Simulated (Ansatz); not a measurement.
**CsH (model cell, started as NiAs type): from the cell to its phonons**

Wanted: phonon frequencies of CsH (model cell, started as NiAs type) and what follows from them.

Method: DFT PBEsol, scalar-relativistic, plane waves, PAW, in Ansatz 0.2.0.

Most raw output is cut from this account.

The structure was built from a prototype and need not be the compound's stable phase.

## 1. The structure

It takes space group P6_3/mmc (No. 194, hexagonal). The conventional cell has a = 4.211 Å, b = 4.211 Å, c = 6.738 Å, α = 90.00°, β = 90.00°, γ = 120.00°. Cs has 6 H at 2.96 Å nearest. H has 6 Cs at 2.96 Å nearest. Farther neighbours are not listed.

## 2. Bringing the structure to rest

Harmonic phonons are second derivatives at a point where the forces vanish, and they are wanted at zero stress, so atoms and cell are relaxed first.

input.yaml

```yaml
crystal:
  lattice:
    - [4.21139, 0.0, 0.0]
    - [-2.10569, 3.64717, 0.0]
    - [0.0, 0.0, 6.73822]
  atoms:
    - { symbol: Cs, position: [0.0, 0.0, 0.0] }
    - { symbol: Cs, position: [0.0, 0.0, 0.5] }
    - { symbol: H, position: [0.333333, 0.666667, 0.25] }
    - { symbol: H, position: [0.666667, 0.333333, 0.75] }
kpoints:
  mp_grid: { grid: [6, 6, 4] }
hamiltonian:
  xc: pbesol
scf:
  occupations: { method: gaussian, width: 0.02 }
output:
  forces: true
  stress: true
  eigenvalues: true
  write_density: true
  write_potential: true
  elf: true
  volumetric_format: npy
relax:
  adjacent_minimum: "off"
  f_tol: 0.005
  max_steps: 80
  cell: { stress_tol: 0.05 }
```

Run with:

```sh
> ansatz run input.yaml --threads 4 --pin off --max-ram 7168MiB --backend cpu --events-out ev --progress --plain --runs-dir out
```

Wall time 6.6 s (4 threads of Arm Neoverse V1, shared host); peak memory 0.42 GiB.

Step by step:

| step | energy less that of the first step (eV) | largest force component (eV/Å) | pressure (GPa) | volume (Å³) |
| --- | --- | --- | --- | --- |
| 1 | 0.0000 | 0.0000 | 3.23 | 103.50 |
| 2 | -0.1760 | 0.0000 | 1.67 | 110.14 |
| 3 | -0.2582 | 0.0000 | 0.56 | 117.26 |
| 4 | -0.2736 | 0.0000 | -0.14 | 123.04 |
| 5 | -0.2749 | 0.0000 | 0.04 | 121.11 |
| 6 | -0.2750 | 0.0000 | 0.00 | 121.59 |
| 7* | -0.2821 | 0.0000 | 0.05 | 121.59 |
| 8 | -0.2822 | 0.0000 | 0.00 | 122.12 |
| 9* | -0.2822 | 0.0000 | 0.00 | 122.12 |

Relaxation steps marked * repeat the geometry before them on a plane-wave basis chosen anew for their cell, so energy and pressure can jump there.

Forces are held to the 24 operations that the run works with; a distortion that breaks them can't arise in this run.

| cell as run | before | after | change |
| --- | --- | --- | --- |
| a (Å) | 4.211 | 4.283 | +1.7 % |
| b (Å) | 4.211 | 4.283 | +1.7 % |
| c (Å) | 6.738 | 7.686 | +14.1 % |
| volume (Å³/atom) | 25.87 | 30.53 | +18.0 % |

The relaxed structure:

```cif
data_structure
_symmetry_space_group_name_H-M 'P 1'
_symmetry_Int_Tables_number 1
_cell_length_a 4.2834
_cell_length_b 4.2834
_cell_length_c 7.6856
_cell_angle_alpha 90.000
_cell_angle_beta 90.000
_cell_angle_gamma 120.000
_cell_volume 122.12
loop_
_atom_site_label
_atom_site_type_symbol
_atom_site_fract_x
_atom_site_fract_y
_atom_site_fract_z
_atom_site_occupancy
Cs1 Cs 0.00000 0.00000 0.00000 1
Cs2 Cs 0.00000 0.00000 0.50000 1
H3 H 0.33333 0.66667 0.25000 1
H4 H 0.66667 0.33333 0.75000 1
```

This step gave:

```yaml
pressure: 0.004204 GPa
gap_on_the_k_mesh: 2.001 eV
volume_per_atom: 30.53 Å³
direct_gap_on_mesh: 2.001 eV
```

Valence density in the ac plane at fractional y = 0.000, with atoms of Cs within 0.2 Å of it. It is the smooth field of the valence electrons, not physical close to the nuclei.

Ten even steps from '0' (0.0 e/Å³) to '9' (1.1 e/Å³), each cell a mean:
```
37962000003895
99841000002599
87420000001257
32100000000012
00000000000000
00000000000000
00000000000000
11000000000011
65310000000245
99631000001489
58952000003797
05962000013883
26962000003895
99841000002599
87420000001257
32100000000123
00000000000000
00000000000000
00000000000000
21100000000011
65310000000135
99731000001489
58952000003797
05962000013883
```
Columns run along a (4.3 Å), rows up along c (7.7 Å). Atoms in or near the plane, at fractional coordinates: Cs at (0.00, 0.00), Cs at (0.00, 0.50).

ELF in the ac plane at fractional y = 0.000, with atoms of Cs within 0.2 Å of it. It is the smooth field of the valence electrons, not physical close to the nuclei.

Ten even steps from '0' (0.01) to '9' (0.88), each cell a mean:
```
14998300059972
78996100037997
99973000014899
88630023101478
33100267510023
00001489720000
11000379620001
76410135200256
99862001003799
89985100026999
26997200048984
02898300159960
03998300059972
78996100037998
99973000014899
98630023101478
32100268510013
00000489720000
11000379620001
76410135200257
99852001003699
99985100026999
25997200048984
02898300159960
```
Columns run along a (4.3 Å), rows up along c (7.7 Å). Atoms in or near the plane, at fractional coordinates: Cs at (0.00, 0.00), Cs at (0.00, 0.50).

Electrostatic potential energy in the ac plane at fractional y = 0.000, with atoms of Cs within 0.2 Å of it. With pseudopotentials it is smooth inside the atoms' cores, unlike the true potential.

Ten even steps from '_' (-22 eV) to '@' (8 eV), each cell a mean:
```
..____::**%%@@@@%%%%++..__..
____..==##%%@@@@@@%%**--____
..::==##%%@@@@@@@@@@%%**--..
****##%%@@@@@@@@@@@@%%%%##**
%%%%%%@@@@@@@@@@@@@@@@@@%%%%
%%%%@@@@@@@@@@@@@@@@@@@@%%%%
%%%%%%@@@@@@@@@@@@@@@@@@%%%%
####%%%%@@@@@@@@@@@@@@%%%%##
::--**##%%@@@@@@@@@@%%##++--
____::++%%@@@@@@@@%%##==..__
..____--##%%@@@@@@%%**..____
....__::**%%@@@@%%%%++____..
..____::**%%@@@@%%%%++..__..
____..==##%%@@@@@@%%**--____
..::==##%%@@@@@@@@@@%%**--..
++**##%%@@@@@@@@@@@@%%%%##**
%%%%%%@@@@@@@@@@@@@@@@@@%%%%
%%%%@@@@@@@@@@@@@@@@@@@@%%%%
%%%%%%@@@@@@@@@@@@@@@@@@%%%%
####%%%%@@@@@@@@@@@@@@%%####
--==**##%%@@@@@@@@@@%%##++--
____::++%%%%@@@@@@%%##==..__
..____--##%%@@@@@@%%**..____
....__::**%%@@@@%%%%++____..
```
Columns run along a (4.3 Å; values clipped at the 3rd and 97th percentile), rows up along c (7.7 Å). Atoms in or near the plane, at fractional coordinates: Cs at (0.00, 0.00), Cs at (0.00, 0.50).

In this step the volume went from 25.87 to 30.53 Å³/atom.

## 3. Relaxation

The relaxation is repeated from its end on the same settings, as a check that it has come to rest.

input.yaml, the sections that differ from step 2:

```yaml
crystal:
  lattice:
    - [4.2834121956, -2.9361e-06, 0.0]
    - [-2.1417035551, 3.7095452443, 0.0]
    - [0.0, 0.0, 7.685559939]
  atoms:
    - { symbol: Cs, position: [0.0, 0.0, 0.0] }
    - { symbol: Cs, position: [0.0, 0.0, 0.5] }
    - { symbol: H, position: [0.3333333333, 0.6666666667, 0.25] }
    - { symbol: H, position: [0.6666666667, 0.3333333333, 0.75] }
output:
  forces: true
  stress: true
  eigenvalues: true
# kpoints, hamiltonian, scf, relax: as in step 2
```

Run time: 1.8 s. Hardware: 4 threads; peak memory 0.41 GiB; 6 s of CPU time.

Little changed from the start: no atom moved by 0.005 Å and no cell edge by 0.1 %.

Numbers from this step:

```yaml
pressure: 0.004203 GPa
```

In this step the volume went from 30.53 to 30.53 Å³/atom.

## 4. Tight relaxation

Phonons need a cell at rest on their own settings, so the relaxation is repeated with tight tolerances on forces and stress, using the mesh and the filling of the phonon run that follows.

input.yaml: that of step 3 with these lines changed.

```diff
@@ -15,3 +15,3 @@
 scf:
-  occupations: { method: gaussian, width: 0.02 }
+  occupations: { method: fixed }
 output:
@@ -22,4 +22,4 @@
   adjacent_minimum: "off"
-  f_tol: 0.005
-  max_steps: 80
-  cell: { stress_tol: 0.05 }
+  f_tol: 0.001
+  max_steps: 60
+  cell: { stress_tol: 0.01 }
```

The job ended after 1.9 s (4 threads; peak memory 0.4 GiB).

Little changed from the start: no atom moved by 0.005 Å and no cell edge by 0.1 %.

Numbers from this step:

```
pressure : 0.004205 GPa
```

The forces vanish by symmetry and the pressure is 0.004 GPa, within the tolerances set. The cell now holds 30.53 Å³/atom.

## 5. Linear response at the zone centre

The zone centre comes first: it holds the modes that light can see, as far as symmetry allows. The response to a homogeneous field gives the Born charges and the dielectric tensor, and its change with displacement the Raman tensors.

input.yaml: that of step 4 with these lines changed.

```diff
@@ -17,9 +17,7 @@
 output:
-  forces: true
-  stress: true
   eigenvalues: true
-relax:
-  adjacent_minimum: "off"
-  f_tol: 0.001
-  max_steps: 60
-  cell: { stress_tol: 0.01 }
+phonons:
+  method: dfpt
+  dielectric: true
+  rigid_motions: translations
+  raman: true
```

Wall time 2.6 min (4 threads); peak memory 1.4 GiB.

Numbers from this step:

```yaml
sum_rule_residual_before_enforcement: 1.70e-5 eV/Å²
miss_of_the_charge_sum_rule: 0.001295 e
estimated_error_of_the_dielectric_tensor: 0.009755
estimated_error_of_the_born_charges: 0.009942 e
point_group: 6/mmm
highest_optical_mode_at_the_zone_centre_no_lo_to_term: 715.0 cm⁻¹
lowest_optical_zone_centre_mode: 27.46 cm⁻¹
mean_high_frequency_dielectric_constant: 3.304
largest_born_charge_third_of_the_trace: 1.129 e
mean_static_dielectric_constant: 10.04
top_of_the_zone_centre_spectrum_with_the_field: 715.0 cm⁻¹
```

Without the LO-TO term. Patterns of degenerate modes are one choice out of their space. Modes at Γ, with each element's share of the kinetic energy:

| mode | frequency (cm⁻¹) | symmetry | Cs % | H % |
| --- | --- | --- | --- | --- |
| 1 | 0.0 | acoustic | 99 | 1 |
| 2 | 0.0 | acoustic | 99 | 1 |
| 3 | 0.0 | acoustic | 99 | 1 |
| 4 | 27.5 | E2u | 100 | 0 |
| 5 | 27.5 | E2u | 100 | 0 |
| 6 | 81.1 | B2u | 100 | 0 |
| 7 | 376.0 | E1u | 1 | 99 |
| 8 | 376.0 | E1u | 1 | 99 |
| 9 | 421.6 | A2u | 1 | 99 |
| 10 | 473.0 | E2g | 0 | 100 |
| 11 | 473.0 | E2g | 0 | 100 |
| 12 | 715.0 | B1g | 0 | 100 |

Displacements in mode 5 (27.5 cm⁻¹), the largest set to 1:
```
Cs1  0.30 -1.00  0.00
Cs2 -0.30  1.00  0.00
H3   0.00  0.00  0.00
H4   0.00  0.00  0.00
```

Displacements in mode 12 (715.0 cm⁻¹), the largest set to 1:
```
Cs1  0.00  0.00  0.00
Cs2  0.00  0.00  0.00
H3   0.00  0.00  1.00
H4   0.00  0.00 -1.00
```

Optical modes at the zone centre, without and with the macroscopic field of the longitudinal modes; each column is sorted by frequency, so a row need not hold one and the same mode. Modes with and without the field, by row:

| rank among optical modes | no field (cm⁻¹) | q along (1, 0, 0) (cm⁻¹) | q along (0, 0, 1) (cm⁻¹) |
| --- | --- | --- | --- |
| 1 | 27.5 | 27.5 | 27.5 |
| 2 | 27.5 | 27.5 | 27.5 |
| 3 | 81.1 | 81.1 | 81.1 |
| 4 | 376 | 376 | 376 |
| 5 | 376 | 421.6 | 376 |
| 6 | 421.6 | 473 | 473 |
| 7 | 473 | 473 | 473 |
| 8 | 473 | 668.8 | 705.6 |
| 9 | 715 | 715 | 715 |

Born charge (rows field, columns displacement) (e), principal values of the symmetric part by kind of site:

| atom | atoms with these values | low | middle | high | mean |
| --- | --- | --- | --- | --- | --- |
| Cs1 | 2 | 1.11 | 1.11 | 1.16 | 1.13 |
| H3 | 2 | -1.16 | -1.11 | -1.11 | -1.13 |

In full for Cs1:

```
1.11 0.00 0.00
0.00 1.11 0.00
0.00 0.00 1.16
```

High-frequency dielectric tensor:

```
3.26 0.00 0.00
0.00 3.26 0.00
0.00 0.00 3.39
```

Static dielectric tensor (ions relaxed, fixed cell):

```
10.32  0.00  0.00
 0.00 10.32  0.00
 0.00  0.00  9.49
```

Transverse modes. Lines of the infrared spectrum (strongest = 100):

| position (cm⁻¹) | label | relative intensity |
| --- | --- | --- |
| 28 | E2u | 0.0 |
| 81 | B2u | 0.0 |
| 376 | E1u | 100 |
| 422 | A2u | 54 |
| 473 | E2g | 0.0 |
| 715 | B1g | 0.0 |

Activity x (w_L - w)^4 (n + 1)/w, 532 nm, 300 K; the tensors are static ones, while 532 nm light lies above the computed direct gap, where resonance would change the heights; modes without the macroscopic field alone. Lines of the Raman spectrum (strongest = 100):

| position (cm⁻¹) | label | relative intensity |
| --- | --- | --- |
| 28 | E2u | 0.0 |
| 81 | B2u | 0.0 |
| 376 | E1u | 0.0 |
| 422 | A2u | 0.0 |
| 473 | E2g | 100 |
| 715 | B1g | 0.0 |

Before it was imposed, the acoustic sum rule was missed by 1.7e-5 eV/Å² and the charge sum rule by 0.0013 e. Small misses are needed for a sound result but don't prove that mesh and cutoff are converged. The lowest optical mode is real, 27.5 cm⁻¹.

## 6. Phonons on a q mesh

The mesh has a single point along some directions, so zone-edge points there are not solved. Linear response on a 2×2×1 q mesh gives force constants as far as a supercell of that size would, and the tensors from the zone-centre run are typed in so that the long-range dipole term is interpolated apart.

input.yaml, the sections that differ from step 5:

```yaml
phonons:
  method: dfpt
  qmesh: [2, 2, 1]
  temperatures: { t_max: 1000, t_step: 50 }
  qpath:
    path:
      - [[0.0, 0.0, 0.0], [0.5, 0.0, 0.0], [0.33333333, 0.33333333, 0.0], [0.0, 0.0, 0.0], [0.0, 0.0, 0.5], [0.5, 0.0, 0.5], [0.33333333, 0.33333333, 0.5], [0.0, 0.0, 0.5]]
      - [[0.5, 0.0, 0.5], [0.5, 0.0, 0.0]]
      - [[0.33333333, 0.33333333, 0.5], [0.33333333, 0.33333333, 0.0]]
    npoints: 10
  non_analytic_term:
    high_frequency_dielectric_tensor: [[3.2614, 0.0, 0.0], [0.0, 3.2614, 0.0], [0.0, 0.0, 3.3895]]
    born_effective_charges:
      - { species: Cs, tensor: [[1.113, 0.0, 0.0], [0.0, 1.113, 0.0], [0.0, 0.0, 1.1605]] }
      - { species: Cs, tensor: [[1.113, 0.0, 0.0], [0.0, 1.113, 0.0], [0.0, 0.0, 1.1605]] }
      - { species: H, tensor: [[-1.113, 0.0, 0.0], [0.0, -1.113, 0.0], [0.0, 0.0, -1.1605]] }
      - { species: H, tensor: [[-1.113, 0.0, 0.0], [0.0, -1.113, 0.0], [0.0, 0.0, -1.1605]] }
    source: "zone-centre run at this cell"
# crystal, kpoints, hamiltonian, scf, output: as in step 5
```

Wall time 26 s (4 threads); peak memory 0.73 GiB.

Numbers from this step:

* sum-rule residual before enforcement: 1.88e-5 eV/Å²
* lowest mode on the q mesh (acoustic modes at Γ apart): 27.46 cm⁻¹
* highest frequency at a solved wavevector (no LO-TO term at Γ): 715.0 cm⁻¹

Frequencies (cm⁻¹) solved at each irreducible wavevector; negative means imaginary. Frequencies by wavevector, by row:

| q in reciprocal lattice units | star | mode 1 | mode 2 | mode 3 | mode 4 | mode 10 | mode 11 | mode 12 |
| --- | --- | --- | --- | --- | --- | --- | --- | --- |
| 0 0 0 | 1 | 0 | 0 | 0 | 27.5 | 473 | 473 | 715 |
| 0 -0.5 0 | 3 | 28.4 | 29.5 | 34.5 | 51.9 | 482.2 | 541.5 | 669.2 |

Symmetry leaves 2 wavevectors to solve. The lowest mode among them, the acoustic zeros apart, lies at Γ and is real, 27.5 cm⁻¹.

## 7. Another isotope

An isotope changes the mass and not the force constants, so no new electronic calculation is needed; the shifts show which modes move this element.

The same force constants with the mass of H changed from 1.008 to 2.014 u (phonopy, no LO-TO term). Both lists are sorted by frequency; levels can cross, so a row need not hold one and the same mode. Modes under 3 cm⁻¹ are left out. Isotope shifts, by row:

| q | rank | natural mass (cm⁻¹) | changed mass (cm⁻¹) |
| --- | --- | --- | --- |
| 0 0 0 | 4 | 27.46 | 27.46 |
| 0 0 0 | 5 | 27.46 | 27.46 |
| 0 0 0 | 6 | 81.12 | 81.12 |
| 0 0 0 | 7 | 376 | 267 |
| 0 0 0 | 8 | 376 | 267 |
| 0 0 0 | 9 | 421.6 | 299.4 |
| 0 0 0 | 10 | 473 | 334.6 |
| 0 0 0 | 11 | 473 | 334.6 |
| 0 0 0 | 12 | 715 | 505.8 |
| 0 -0.5 0 | 1 | 28.38 | 28.31 |
| 0 -0.5 0 | 2 | 29.46 | 29.44 |
| 0 -0.5 0 | 3 | 34.54 | 34.54 |
| 0 -0.5 0 | 4 | 51.89 | 51.85 |
| 0 -0.5 0 | 5 | 63.48 | 63.46 |
| 0 -0.5 0 | 6 | 69.57 | 69.56 |
| 0 -0.5 0 | 7 | 402.1 | 285.2 |
| 0 -0.5 0 | 8 | 447.9 | 317.3 |
| 0 -0.5 0 | 9 | 481.4 | 340.5 |
| 0 -0.5 0 | 10 | 482.2 | 341.3 |
| 0 -0.5 0 | 11 | 541.5 | 383.1 |
| 0 -0.5 0 | 12 | 669.2 | 473.4 |

A mode of this element alone would shift by -29.26 %. The highest zone-centre frequency without the field goes from 715.0 to 505.8 cm⁻¹ (-29.3 %). The product of the frequency ratios over all optical modes at Γ is 0.127; the product rule, (m/m′)^(3k/2) (M′/M)^(3/2) with k = 2 such atoms and M the mass of the cell, gives 0.127.

## 8. Results

```
space group after relaxation (within 0.01 Å)            : P6_3/mmc
volume per atom                                         : 30.5 Å³
gap on the k-mesh                                       : 2.00 eV
highest optical mode at the zone centre (no LO-TO term) : 715 cm⁻¹
top of the zone-centre spectrum with the field          : 715 cm⁻¹
lowest optical zone-centre mode                         : 27.5 cm⁻¹
mean high-frequency dielectric constant                 : 3.30
mean static dielectric constant                         : 10.0
largest Born charge (third of the trace)                : 1.13 e
lowest mode on the q mesh (acoustic modes at Γ apart)   : 27.5 cm⁻¹
imaginary modes on the 2×2×1 q mesh                     : none
```

The structure is a minimum as far as tested: no mode is imaginary at the 2 irreducible wavevectors of the 2×2×1 mesh, and the softest away from the acoustic zeros lies at 27 cm⁻¹. Without the field, the optical modes at Γ span 27 to 715 cm⁻¹. The highest mode in this list at Γ, 715.0 cm⁻¹, is mostly motion of H (100 % of the kinetic energy). The macroscopic field leaves the top of the zone-centre spectrum where it is. Lattice motion raises the mean dielectric constant from 3.304 to 10.04. The strongest infrared line is at 376 cm⁻¹. Averaged over orientations, the strongest Raman line at 532 nm and 300 K is at 473 cm⁻¹. The tensors are the static, non-resonant ones, while 532 nm light (2.33 eV) lies above the computed gap. The q mesh is too sparse to interpolate, so only the solved wavevectors are given. The program warns that the interpolation holds no quadrupole term, so branches close to Γ can be off in this crystal. Spin-orbit coupling is left out, which can matter for the heavy elements here. The starting cell was built on a prototype and not taken from a measurement, so the phase need not exist. These are harmonic frequencies at zero temperature: anharmonic shifts, linewidths and thermal expansion are left out.

[Logs are printed without paths, hosts, clocks, repeated set-up lines and the standing remarks that a program may print on its own settings, such as how far it seeks lower states.]

[Hosts, paths, dates, database ids (printed as entryN), source tags and the programs' standing remarks are cut or masked in the printed files.]
